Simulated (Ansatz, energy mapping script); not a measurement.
# VSe in a distorted zinc-blende structure: exchange couplings from total energies

Wanted: the magnetic order of VSe in a distorted zinc-blende structure, its couplings and an estimate of its ordering temperature, by PBE+U (1.28 eV).

Program: Ansatz 0.2.0. Level of theory: PBE with U = 1.28 eV on V d, ortho-atomic projectors; plane waves, U on orthogonalised atomic orbitals unless named otherwise, collinear spin, no spin–orbit coupling. Results are calculated unless marked as measured.

### 1. Set-up

The structure is trigonal, space group R3m (No. 160). Conventional cell: a = 4.189 Å, b = 4.189 Å, c = 9.684 Å, α = 90.00°, β = 90.00°, γ = 120.00°. Nearest to V lie 4 Se at 2.52 to 2.53 Å. Se has 4 V at 2.52 to 2.53 Å nearest. zincblende prototype, lattice guessed from radii. Farther neighbours and most contacts between anions are not listed.

This cell was built for the study (zincblende prototype, lattice guessed from radii), not taken from an experiment; the compound need not form in this structure.

The cell was relaxed beforehand in Ansatz under PBEsol with U = 3.2 eV on V d, ortho-atomic projectors, from parallel moments.

A Hubbard U penalises fractional filling of the shell. It raises the cost of virtual hops to the neighbours, so couplings that rest on such hops usually weaken.

### 2. One set of occupation matrices for all orders

A corrected shell can settle in several orbital fillings. One parallel run, with an occupation width a fifth wider than the orders use, therefore is to supply the occupation matrices. All orders start from them.

Input file input.yaml:

```yaml
crystal:
  lattice:
    - [0.0, 2.961721555, 2.961721555]
    - [2.850924394, 0.110797161, 2.850924394]
    - [2.961721555, 2.961721555, 0.0]
  atoms:
    - { symbol: V, position: [0.994351903, 0.016944291, 0.994351903], spin: 2.0 }
    - { symbol: Se, position: [0.255648097, 0.233055709, 0.255648097] }
magnetization:
  spin_polarized: true
kpoints:
  mp_grid: { grid: [12, 12, 12] }
hamiltonian:
  xc: pbe
  hubbard:
    sites: [{ species: V, l: d, u_eff: 1.28 }]
    projectors: ortho-atomic
scf:
  occupations: { method: fermi_dirac, width: 0.06 }
output:
  eigenvalues: true
```

Command:

```sh
ansatz run input.yaml --threads 4 --pin off --max-ram 8192MiB --backend cpu --events-out ev --progress --plain --runs-dir out
```

Numbers of over 12 decimals in the logs are rounded to 6 here.

The program printed:

```text
Engine: ansatz 0.2.0, aarch64-unknown-linux-gnu
Pseudopotentials: kind: paw
Pseudopotential: V, paw, valence charge 13, recommended cutoff 420 eV (normal), V.paw.azcp
Pseudopotential: Se, paw, valence charge 16, recommended cutoff 420 eV (normal), Se.paw.azcp
Functional definition: PBE
  parameter kappa = 0.804
  parameter beta = 0.066725
  exchange = pbe_x(kappa = kappa, mu = beta*pi^2/3)
  correlation = pbe_c(beta = beta)
Crystal: 2 atoms, lattice volume = 49.044 Å³
Basis set: ecut = 420 eV, 941 PW (Γ)
Bands: 20, of which v1, the nominal top of the filled ones, is band 15 counted from 1 (14 counted from 0)
Symmetry: 6 space group operations
Space group: R3m (ITA 160), of the structure as read, at distance tolerance 3.7e-5 Å
Magnetic group: BNS 160.65 (UNI 1295), of the structure as read, at distance tolerance 3.7e-5 Å
k-points: 189 of 1728 (time reversal used)
Non-local potential: V, projectors of the file, l = 0: 3, l = 1: 2, l = 2: 3, l = 3: 1
Non-local potential: Se, projectors of the file, l = 0: 2, l = 1: 2, l = 2: 3, l = 3: 1
PAW form: soft (Blöchl's): semilocal exchange-correlation on the pseudo side does not see the compensation charge
PAW one-centre angular grid: V, 590 points (default); XC on 64 Gauss nodes
PAW one-centre angular grid: Se, 590 points (default); XC on 64 Gauss nodes
Initial density: superposition of atomic densities (chi_scale 0.1, normalization cell, long waves kept (reshape's long-wave potential 0.00 eV rms))
Starting moments: Σ|m| = 2 μB on 1 of 2 sites
Initial wavefunctions: pseudopotential atomic-orbital guess
Functional: x = pbe(κ = 0.804, μ = 0.219515), c = pbe(β = 0.066725)
SCF iter   1: F=—  HF=-8383.117105 eV  |F-HF|=—  |Δ(HF+E_count)|=         —  Δρ=1.27e-1 (↑1.27e-1 ↓3.64e-2)  dr2=1.68e1  dr2_m=1.16e0  M=3.000 μB ∫|m|=3.463 μB  β_m=1.00  ethr=3.10e-3  ⟨swp⟩=4.7  Hψ=30121  notcnv=0
preconditioner: auto → Kerker (q_TF=auto, 2.500 Å⁻¹)  [metal: Δε(μ)=0.010 eV  Ē_g=7.019 eV  σ=0.060 eV  W_gap=0.04  n_scr=14 (ndim 8)  ℏωp=17.6 eV  f_vac=0.002  D(μ)=0.93/eV (n_scr^D=6)]
spin=Collinear: Kerker preconditioning applied to the charge; magnetization (m = ρ↑ − ρ↓) channel mixes plain (no charge-response kernel on spin).
SCF iter   2: F=—  HF=-8381.144217 eV  |F-HF|=—  |Δ(HF+E_count)|=    1.97e0  Δρ=2.18e-2 (↑2.18e-2 ↓2.04e-2)  dr2=1.13e0  dr2_m=3.29e-2  M=3.000 μB ∫|m|=3.408 μB  β_m=1.00  ethr=3.10e-3  ⟨swp⟩=2.9  Hψ=19202  notcnv=0  defer=55
SCF iter   3: F=—  HF=-8381.183579 eV  |F-HF|=—  |Δ(HF+E_count)|=   3.94e-2  Δρ=1.56e-2 (↑1.56e-2 ↓1.11e-2)  dr2=3.26e-1  dr2_m=1.11e-2  M=3.000 μB ∫|m|=3.382 μB  β_m=1.00  ethr=3.10e-3  ⟨swp⟩=2.0  Hψ=10888  notcnv=0  defer=55
[...]
SCF iter  14: F=—  HF=-8381.248064 eV  |F-HF|=—  |Δ(HF+E_count)|=   9.76e-7  Δρ=2.86e-5 (↑2.86e-5 ↓1.78e-5)  dr2=7.43e-7  dr2_m=6.83e-8  M=3.000 μB ∫|m|=3.331 μB  β_m=0.93  ethr=3.21e-8  ⟨swp⟩=2.0  Hψ=12832  notcnv=0  defer=55
SCF iter  15: F=—  HF=-8381.248065 eV  |F-HF|=—  |Δ(HF+E_count)|=   6.50e-7  Δρ=7.32e-6 (↑7.32e-6 ↓5.51e-6)  dr2=1.00e-7  dr2_m=2.64e-9  M=3.000 μB ∫|m|=3.331 μB  β_m=0.97  ethr=2.56e-9  ⟨swp⟩=2.1  Hψ=9680  notcnv=0  defer=55
iter 16 met the thresholds in force, and the SCF goes on: an eigenvalue changes by 0.54 meV, over its tolerance of 0.50 meV (output.eigenvalues, Limitations)
SCF iter  16: F=-8381.248065 eV  HF=-8381.248065 eV  |F-HF|=3.23e-9  |Δ(HF+E_count)|=   6.76e-8  Δρ=4.67e-6 (↑4.67e-6 ↓2.25e-6)  dr2=2.21e-8  dr2_m=1.35e-9  M=3.000 μB ∫|m|=3.331 μB  β_m=0.98  ethr=3.45e-10  ⟨swp⟩=3.2  Hψ=20446  notcnv=0
SCF iter  17: F=-8381.248065 eV  HF=-8381.248065 eV  |F-HF|=7.28e-11  |Δ(HF+E_count)|=   1.52e-8  Δρ=1.83e-6 (↑1.83e-6 ↓7.14e-7)  dr2=2.99e-9  dr2_m=3.17e-10  M=3.000 μB ∫|m|=3.331 μB  ethr=7.64e-11  ⟨swp⟩=1.0  Hψ=19882  notcnv=0
SCF 1 converged in 17 iterations: F = -8381.248065 eV  dr2 = 2.99e-9
[...]
SCF converged after 17 iterations
an eigenvalue changed by more than its tolerance at an iteration that met the thresholds in force, so the SCF went on 1 time: the last check found none over its tolerance
Magnetization: 3.0000 μB (16.0000 up, 13.0000 down)
Absolute magnetization: 3.3171 μB (∫|ρ↑−ρ↓|, with the PAW one-centre terms)
Spin contamination: 0.0613 ħ² per cell (⟨S²⟩ above its minimum at these occupations)
Per-site moments (μB) at R_I (Å): [(2.486064, 1.038199), (-0.128099, 1.038199)]
Free energy (F): -8381.248065 eV
Harris-Foulkes:  -8381.248065 eV  (|F-HF|=7.28e-11)
Internal energy: -8381.230437 eV  (E = F + TS)
E sigma→0 (E₀):  -8381.239251 eV
Entropy (-TS):   -0.017628 eV (-8.814 meV/atom)
Fermi energy:    8.871867 eV
--- Per-component energies (eV) ---
  E_band       = -636.374234
  E_kinetic    = 452.961408
  E_local      = -4009.163471  (includes V_loc(G=0)·N_el)
  E_nonlocal   = -635.134802
  E_hartree    = 1900.635759
  E_xc         = -232.777141
  E_vxc        = -260.987014  (∫ρ·V_xc dr)
  E_hubbard    = 0.765305  (on-site DFT+U / exact-exchange correction)
  E_vhub       = -0.893390  (the Hubbard potential's part of the band-sum identity)
  E_paw        = -3028.060274  (= ΣΔE_a)
  E_vpaw       = 15.570372  (= ΣTr[D̂ρ^β])
  E_aug_tail   = -0.000284  (compensation charges beyond the density's cutoff)
  E_ewald      = -2830.456938
  E_smearing   = -0.017628  (= −TS)
  E_closure    = 0.000000  (closes the sum)
  Σ components = -8381.248065   (vs F -8381.248065, Δ=0.00e0)
--- Band table (eV; the first three rows and the last of 378) ---
  k-point 0 ↑: bands = [... 11 lower, 4.7576, 5.2072, 7.2271, 7.2271, 9.5219, 11.0579, 11.0865, 11.0865, ... 1 higher]
  k-point 1 ↑: bands = [... 11 lower, 4.7776, 5.1930, 7.2180, 7.2318, 9.6471, 10.8470, 10.9775, 11.1099, ... 1 higher]
  k-point 2 ↑: bands = [... 11 lower, 4.8305, 5.1804, 7.2042, 7.2580, 9.6628, 10.6670, 10.6953, 11.1073, ... 1 higher]
  k-point 188 ↓: bands = [... 11 lower, 4.8168, 5.5680, 9.7006, 10.4952, 11.2874, 11.6485, 12.1256, 14.9152, ... 1 higher]
Occupation matrices written to <dir>
```

It took 18 s on 4 threads of Arm Neoverse V1, shared host; peak memory 0.68 GiB; 70 s of CPU time.

Read from the output:

```yaml
final_state: ferromagnetic
electrons_in_the_corrected_shells: 3.787 e
largest_moment: 2.486 μB
```

### 3. Order 1: parallel, cell A of 4 atoms

The parallel order is the zero of energy for this cell and mesh.

Input file input.yaml:

```yaml
crystal:
  lattice:
    - [-0.110797161, -2.850924394, 2.850924394]
    - [0.0, -2.961721555, -2.961721555]
    - [5.812645949, 0.110797161, -0.110797161]
  atoms:
    - { symbol: V, position: [0.011296194, 0.0, 0.005648097], spin: 2.0 }
    - { symbol: V, position: [0.511296194, 0.5, 0.505648097], spin: 2.0 }
    - { symbol: Se, position: [0.488703806, 0.0, 0.744351903] }
    - { symbol: Se, position: [0.988703806, 0.5, 0.244351903] }
magnetization:
  spin_polarized: true
kpoints:
  mp_grid: { grid: [10, 9, 7] }
hamiltonian:
  xc: pbe
  hubbard:
    sites:
      - { species: V, l: d, u_eff: 1.28 }
      - { site: 0, l: d, u_eff: 1.28, starting_ns: [{ spin: up, occupation_matrix: v1_major }, { spin: down, occupation_matrix: v1_minor }] }
      - { site: 1, l: d, u_eff: 1.28, starting_ns: [{ spin: up, occupation_matrix: v1_major }, { spin: down, occupation_matrix: v1_minor }] }
    projectors: ortho-atomic
    occupation_matrices:
      v1_major:
        matrix:
          - [0.924, -0.012, 0.012, 0.0, 0.024]
          - [-0.012, 0.529, 0.046, -0.021, -0.046]
          - [0.012, 0.046, 0.529, -0.021, 0.046]
          - [0.0, -0.021, -0.021, 0.924, 0.0]
          - [0.024, -0.046, 0.046, 0.0, 0.529]
      v1_minor:
        matrix:
          - [0.036, 0.002, -0.002, 0.0, -0.004]
          - [0.002, 0.094, -0.004, 0.004, 0.004]
          - [-0.002, -0.004, 0.094, 0.004, -0.004]
          - [0.0, 0.004, 0.004, 0.036, 0.0]
          - [-0.004, 0.004, -0.004, 0.0, 0.094]
scf:
  occupations: { method: fermi_dirac, width: 0.05 }
output:
  eigenvalues: true
```

The program printed:

```text
Warning: crystal.symmetry: narrowed to the stabiliser of the occupation matrices — unitary ops 4 → 2; lowered by the specified shells (site 0, l: d), (site 1, l: d); largest admitted image defect 4.4e-16, smallest excluded 5.4e-4 — at a rounding scale rather than a splitting's, so precision (not physics) most likely lowered the group: (i) a fixed point transcribed at too few decimals — re-emit the block at full precision (to 7 decimals or more, rounded to nearest) from a symmetrised source (a converged report's `n_mat` / `n_mat_spinor`) (of a frozen-density pass: in the run whose state it reads); [rest of the remark cut]
[...]
Crystal: 4 atoms, lattice volume = 98.087 Å³
Basis set: ecut = 420 eV, 1887 PW (Γ)
Bands: 38, of which v1, the nominal top of the filled ones, is band 29 counted from 1 (28 counted from 0)
Symmetry: 2 space group operations
k-points: 316 of 630 (time reversal used)
[...]
Starting moments: Σ|m| = 4 μB on 2 of 4 sites
[...]
SCF iter   1: F=—  HF=-16766.729236 eV  |F-HF|=—  |Δ(HF+E_count)|=         —  Δρ=1.30e-1 (↑1.30e-1 ↓3.62e-2)  dr2=3.46e1  dr2_m=2.48e0  M=6.000 μB ∫|m|=7.020 μB  β_m=1.00  ethr=3.10e-3  ⟨swp⟩=5.5  Hψ=80193  notcnv=0  defer=20
[...]
SCF iter  15: F=-16762.490241 eV  HF=-16762.490241 eV  |F-HF|=2.35e-8  |Δ(HF+E_count)|=   1.05e-7  Δρ=4.75e-6 (↑4.75e-6 ↓3.08e-6)  dr2=6.51e-8  dr2_m=2.28e-9  M=6.000 μB ∫|m|=6.662 μB  ethr=1.72e-10  ⟨swp⟩=4.0  Hψ=76036  notcnv=0
SCF 1 converged in 15 iterations: F = -16762.490241 eV  dr2 = 6.51e-8
[...]
SCF converged after 15 iterations
Magnetization: 6.0000 μB (32.0000 up, 26.0000 down)
Absolute magnetization: 6.6346 μB (∫|ρ↑−ρ↓|, with the PAW one-centre terms)
[...]
Per-site moments (μB) at R_I (Å): [(2.486208, 1.038199), (2.486208, 1.038199), (-0.128142, 1.038199), (-0.128142, 1.038199)]
Free energy (F): -16762.490241 eV
[...]
Internal energy: -16762.464952 eV  (E = F + TS)
E sigma→0 (E₀):  -16762.477597 eV
Entropy (-TS):   -0.025290 eV (-6.322 meV/atom)
Fermi energy:    8.875942 eV
[...]
--- Specified on-site occupations, and those of the state reported ---
  electrons in the specified blocks: 7.5780 specified, 7.5752 found
  site 0 (l=d) ↑: largest change of an orbital's occupation 0.0053; electrons 3.4350 specified, 3.4341 found; spectral distance 0.0062
[...]
site 0 (l=d) ↓: largest change of an orbital's occupation 0.0007; electrons 0.3540 specified, 0.3535 found; spectral distance 0.0004
[...]
--- Band table (eV; the first three rows and the last of 632) ---
  k-point 0 ↑: bands = [... 25 lower, 5.3567, 7.2273, 7.2274, 7.3473, 7.5807, 7.6685, 8.6367, 8.8904, ... 5 higher]
  k-point 1 ↑: bands = [... 25 lower, 5.3324, 7.1524, 7.2017, 7.2440, 7.5618, 8.0284, 8.7350, 9.0042, ... 5 higher]
  k-point 2 ↑: bands = [... 25 lower, 5.2721, 7.0071, 7.1319, 7.2907, 7.5102, 8.6156, 9.0137, 9.3280, ... 5 higher]
  k-point 315 ↓: bands = [... 25 lower, 5.5933, 9.3682, 9.3864, 10.6711, 10.7123, 11.1967, 11.2199, 11.3791, ... 5 higher]
Occupation matrices written to <dir>
```

Elapsed: 1.8 min, on 4 threads; peak memory 2 GiB; 7 min of CPU time.

Spin moment in the sphere by atom:

```csv
atom,spin moment in the sphere (μB)
V1,2.49
V2,2.49
Se3,-0.13
Se4,-0.13
```

The run ends ferromagnetic.

### 4. Compensated +− start in cell A (4 atoms)

This order reverses 4 of the 6 neighbours at 4.03 Å, 4 of the 6 neighbours at 4.19 Å and 0 of the 6 neighbours at 5.82 Å, counted for an average magnetic atom.

input.yaml: that of step 3 with these lines changed.

```diff
@@ -7,3 +7,3 @@
     - { symbol: V, position: [0.011296194, 0.0, 0.005648097], spin: 2.0 }
-    - { symbol: V, position: [0.511296194, 0.5, 0.505648097], spin: 2.0 }
+    - { symbol: V, position: [0.511296194, 0.5, 0.505648097], spin: -2.0 }
     - { symbol: Se, position: [0.488703806, 0.0, 0.744351903] }
@@ -20,3 +20,3 @@
       - { site: 0, l: d, u_eff: 1.28, starting_ns: [{ spin: up, occupation_matrix: v1_major }, { spin: down, occupation_matrix: v1_minor }] }
-      - { site: 1, l: d, u_eff: 1.28, starting_ns: [{ spin: up, occupation_matrix: v1_major }, { spin: down, occupation_matrix: v1_minor }] }
+      - { site: 1, l: d, u_eff: 1.28, starting_ns: [{ spin: up, occupation_matrix: v1_minor }, { spin: down, occupation_matrix: v1_major }] }
     projectors: ortho-atomic
```

The program printed:

```text
[...]
Crystal: 4 atoms, lattice volume = 98.087 Å³
Basis set: ecut = 420 eV, 1887 PW (Γ)
Bands: 38, of which v1, the nominal top of the filled ones, is band 29 counted from 1 (28 counted from 0)
Symmetry: 1 space group operations
k-points: 316 of 630 (time reversal used)
[...]
Starting moments: Σ|m| = 4 μB on 2 of 4 sites
[...]
the translation (0.5, 0.5, 0.5) carries every atom to within crystal.symmetry.tolerance of an atom of its element with the starting moment reversed, but both spin channels are solved: the dense FFT box has an odd point count along it
SCF iter   1: F=—  HF=-16766.183859 eV  |F-HF|=—  |Δ(HF+E_count)|=         —  Δρ=8.99e-2 (↑8.99e-2 ↓8.99e-2)  dr2=3.40e1  dr2_m=1.68e0  M=-0.000 μB ∫|m|=6.284 μB  β_m=1.00  ethr=3.10e-3  ⟨swp⟩=5.3  Hψ=80029  notcnv=0  defer=210
[...]
SCF iter  22: F=-16762.155809 eV  HF=-16762.155809 eV  |F-HF|=1.19e-8  |Δ(HF+E_count)|=   1.90e-7  Δρ=3.00e-6 (↑3.00e-6 ↓2.85e-6)  dr2=1.40e-8  dr2_m=3.19e-9  M=0.000 μB ∫|m|=5.613 μB  ethr=1.15e-10  ⟨swp⟩=1.0  Hψ=68382  notcnv=0
SCF 1 converged in 22 iterations: F = -16762.155809 eV  dr2 = 1.40e-8
[...]
SCF converged after 22 iterations
[...]
Magnetization: 0.0000 μB (29.0000 up, 29.0000 down)
Absolute magnetization: 5.6162 μB (∫|ρ↑−ρ↓|, with the PAW one-centre terms)
[...]
Per-site moments (μB) at R_I (Å): [(2.223181, 1.038199), (-2.223175, 1.038199), (0.00857106, 1.038199), (-0.00857078, 1.038199)]
Free energy (F): -16762.155809 eV
[...]
Internal energy: -16762.134133 eV  (E = F + TS)
E sigma→0 (E₀):  -16762.144971 eV
Entropy (-TS):   -0.021675 eV (-5.419 meV/atom)
Fermi energy:    8.647440 eV
[...]
--- Specified on-site occupations, and those of the state reported ---
  electrons in the specified blocks: 7.5780 specified, 7.5553 found
[...]
--- Band table (eV; the first three rows and the last of 632) ---
  k-point 0 ↑: bands = [... 25 lower, 5.6003, 7.1562, 7.3882, 8.2455, 9.3756, 9.6142, 9.8870, 10.7204, ... 5 higher]
  k-point 1 ↑: bands = [... 25 lower, 5.5849, 7.1574, 7.3102, 8.4231, 9.4211, 9.6692, 10.0976, 10.7579, ... 5 higher]
  k-point 2 ↑: bands = [... 25 lower, 5.5688, 7.1602, 7.1976, 8.7686, 9.5337, 9.7924, 10.5882, 10.9132, ... 5 higher]
  k-point 315 ↓: bands = [... 25 lower, 5.4631, 7.4610, 7.5783, 7.7750, 8.0776, 8.9579, 10.0704, 10.2009, ... 5 higher]
Occupation matrices written to <dir>
```

The job ended after 2.9 min (4 threads; peak memory 2 GiB; 11 min of CPU time).

Spin moment in the sphere by atom:

```
atom  spin moment in the sphere (μB)
  V1                            2.22
  V2                           -2.22
 Se3                            0.01
 Se4                           -0.01
```

The run ends antiferromagnetic, 166.31 meV a magnetic atom above the parallel order of its cell, a difference that unlike orbital or electronic states can set, not exchange alone (energies taken at zero occupation width, not the printed F).

### 5. Order 3: parallel, cell B of 4 atoms

The parallel order again, as the reference for this cell.

This run holds the same structure in another cell (b 4.189 → 4.033 Å, c 5.815 → 7.166 Å, α 90.0 → 92.5°, β 93.1 → 105.0°, γ 90.0 → 117.4°).

Input file input.yaml:

```yaml
crystal:
  lattice:
    - [-2.850924394, -0.110797161, -2.850924394]
    - [2.850924394, -2.850924394, -0.110797161]
    - [-3.072518716, -2.850924394, 5.812645949]
  atoms:
    - { symbol: V, position: [0.994351903, 0.508472146, 0.502824048], spin: 2.0 }
    - { symbol: V, position: [0.994351903, 0.008472146, 0.002824049], spin: 2.0 }
    - { symbol: Se, position: [0.255648097, 0.616527854, 0.872175951] }
    - { symbol: Se, position: [0.255648097, 0.116527854, 0.372175952] }
magnetization:
  spin_polarized: true
kpoints:
  mp_grid: { grid: [12, 12, 12] }
hamiltonian:
  xc: pbe
  hubbard:
    sites:
      - { species: V, l: d, u_eff: 1.28 }
      - { site: 0, l: d, u_eff: 1.28, starting_ns: [{ spin: up, occupation_matrix: v1_major }, { spin: down, occupation_matrix: v1_minor }] }
      - { site: 1, l: d, u_eff: 1.28, starting_ns: [{ spin: up, occupation_matrix: v1_major }, { spin: down, occupation_matrix: v1_minor }] }
    projectors: ortho-atomic
    occupation_matrices:
      v1_major:
        matrix:
          - [0.924, -0.012, 0.012, 0.0, 0.024]
          - [-0.012, 0.529, 0.046, -0.021, -0.046]
          - [0.012, 0.046, 0.529, -0.021, 0.046]
          - [0.0, -0.021, -0.021, 0.924, 0.0]
          - [0.024, -0.046, 0.046, 0.0, 0.529]
      v1_minor:
        matrix:
          - [0.036, 0.002, -0.002, 0.0, -0.004]
          - [0.002, 0.094, -0.004, 0.004, 0.004]
          - [-0.002, -0.004, 0.094, 0.004, -0.004]
          - [0.0, 0.004, 0.004, 0.036, 0.0]
          - [-0.004, 0.004, -0.004, 0.0, 0.094]
scf:
  occupations: { method: fermi_dirac, width: 0.05 }
output:
  eigenvalues: true
```

The program printed:

```text
[...]
Crystal: 4 atoms, lattice volume = 98.087 Å³
Basis set: ecut = 420 eV, 1891 PW (Γ)
Bands: 38, of which v1, the nominal top of the filled ones, is band 29 counted from 1 (28 counted from 0)
Symmetry: 2 space group operations
k-points: 868 of 1728 (time reversal used)
[...]
Starting moments: Σ|m| = 4 μB on 2 of 4 sites
[...]
k-point 0 ↑: bands = [... 25 lower, 5.2098, 7.2266, 7.2270, 7.4037, 7.6232, 8.1839, 9.5184, 9.5220, ... 5 higher]
  k-point 1 ↑: bands = [... 25 lower, 5.2050, 7.2245, 7.2275, 7.3918, 7.6089, 8.2162, 9.5494, 9.5585, ... 5 higher]
  k-point 2 ↑: bands = [... 25 lower, 5.1954, 7.2180, 7.2314, 7.3599, 7.5690, 8.3122, 9.6381, 9.6468, ... 5 higher]
  k-point 867 ↓: bands = [... 25 lower, 5.6124, 9.3146, 10.7036, 10.7830, 11.1927, 11.1933, 11.1934, 11.2308, ... 5 higher]
Occupation matrices written to <dir>
[key lines of the parts left out:]
SCF converged after 16 iterations
Magnetization: 6.0000 μB (32.0000 up, 26.0000 down)
Free energy (F): -16762.490573 eV
Fermi energy:    8.873216 eV
```

Elapsed: 5.1 min, on 4 threads; peak memory 4.8 GiB; 20 min of CPU time.

The run ends ferromagnetic. For each magnetic atom its energy differs from the parallel run of the first cell by -0.29 meV, an error that one common reference would have brought in.

(Continued in part 2 of 2.)

[Logs and program files are shortened in this print: banners, set-up blocks, solver, clock and traceback lines can be left out without a mark of their own.]

[Logs are printed without paths, hosts, clocks, repeated set-up lines and the standing remarks that a program may print on its own settings, such as how far it seeks lower states.]

[Hosts, paths, dates, database ids (printed as entryN), source tags and the programs' standing remarks are cut or masked in the printed files.]

[Where a cell is said to come from a database of computed structures, the database is the Materials Project.]
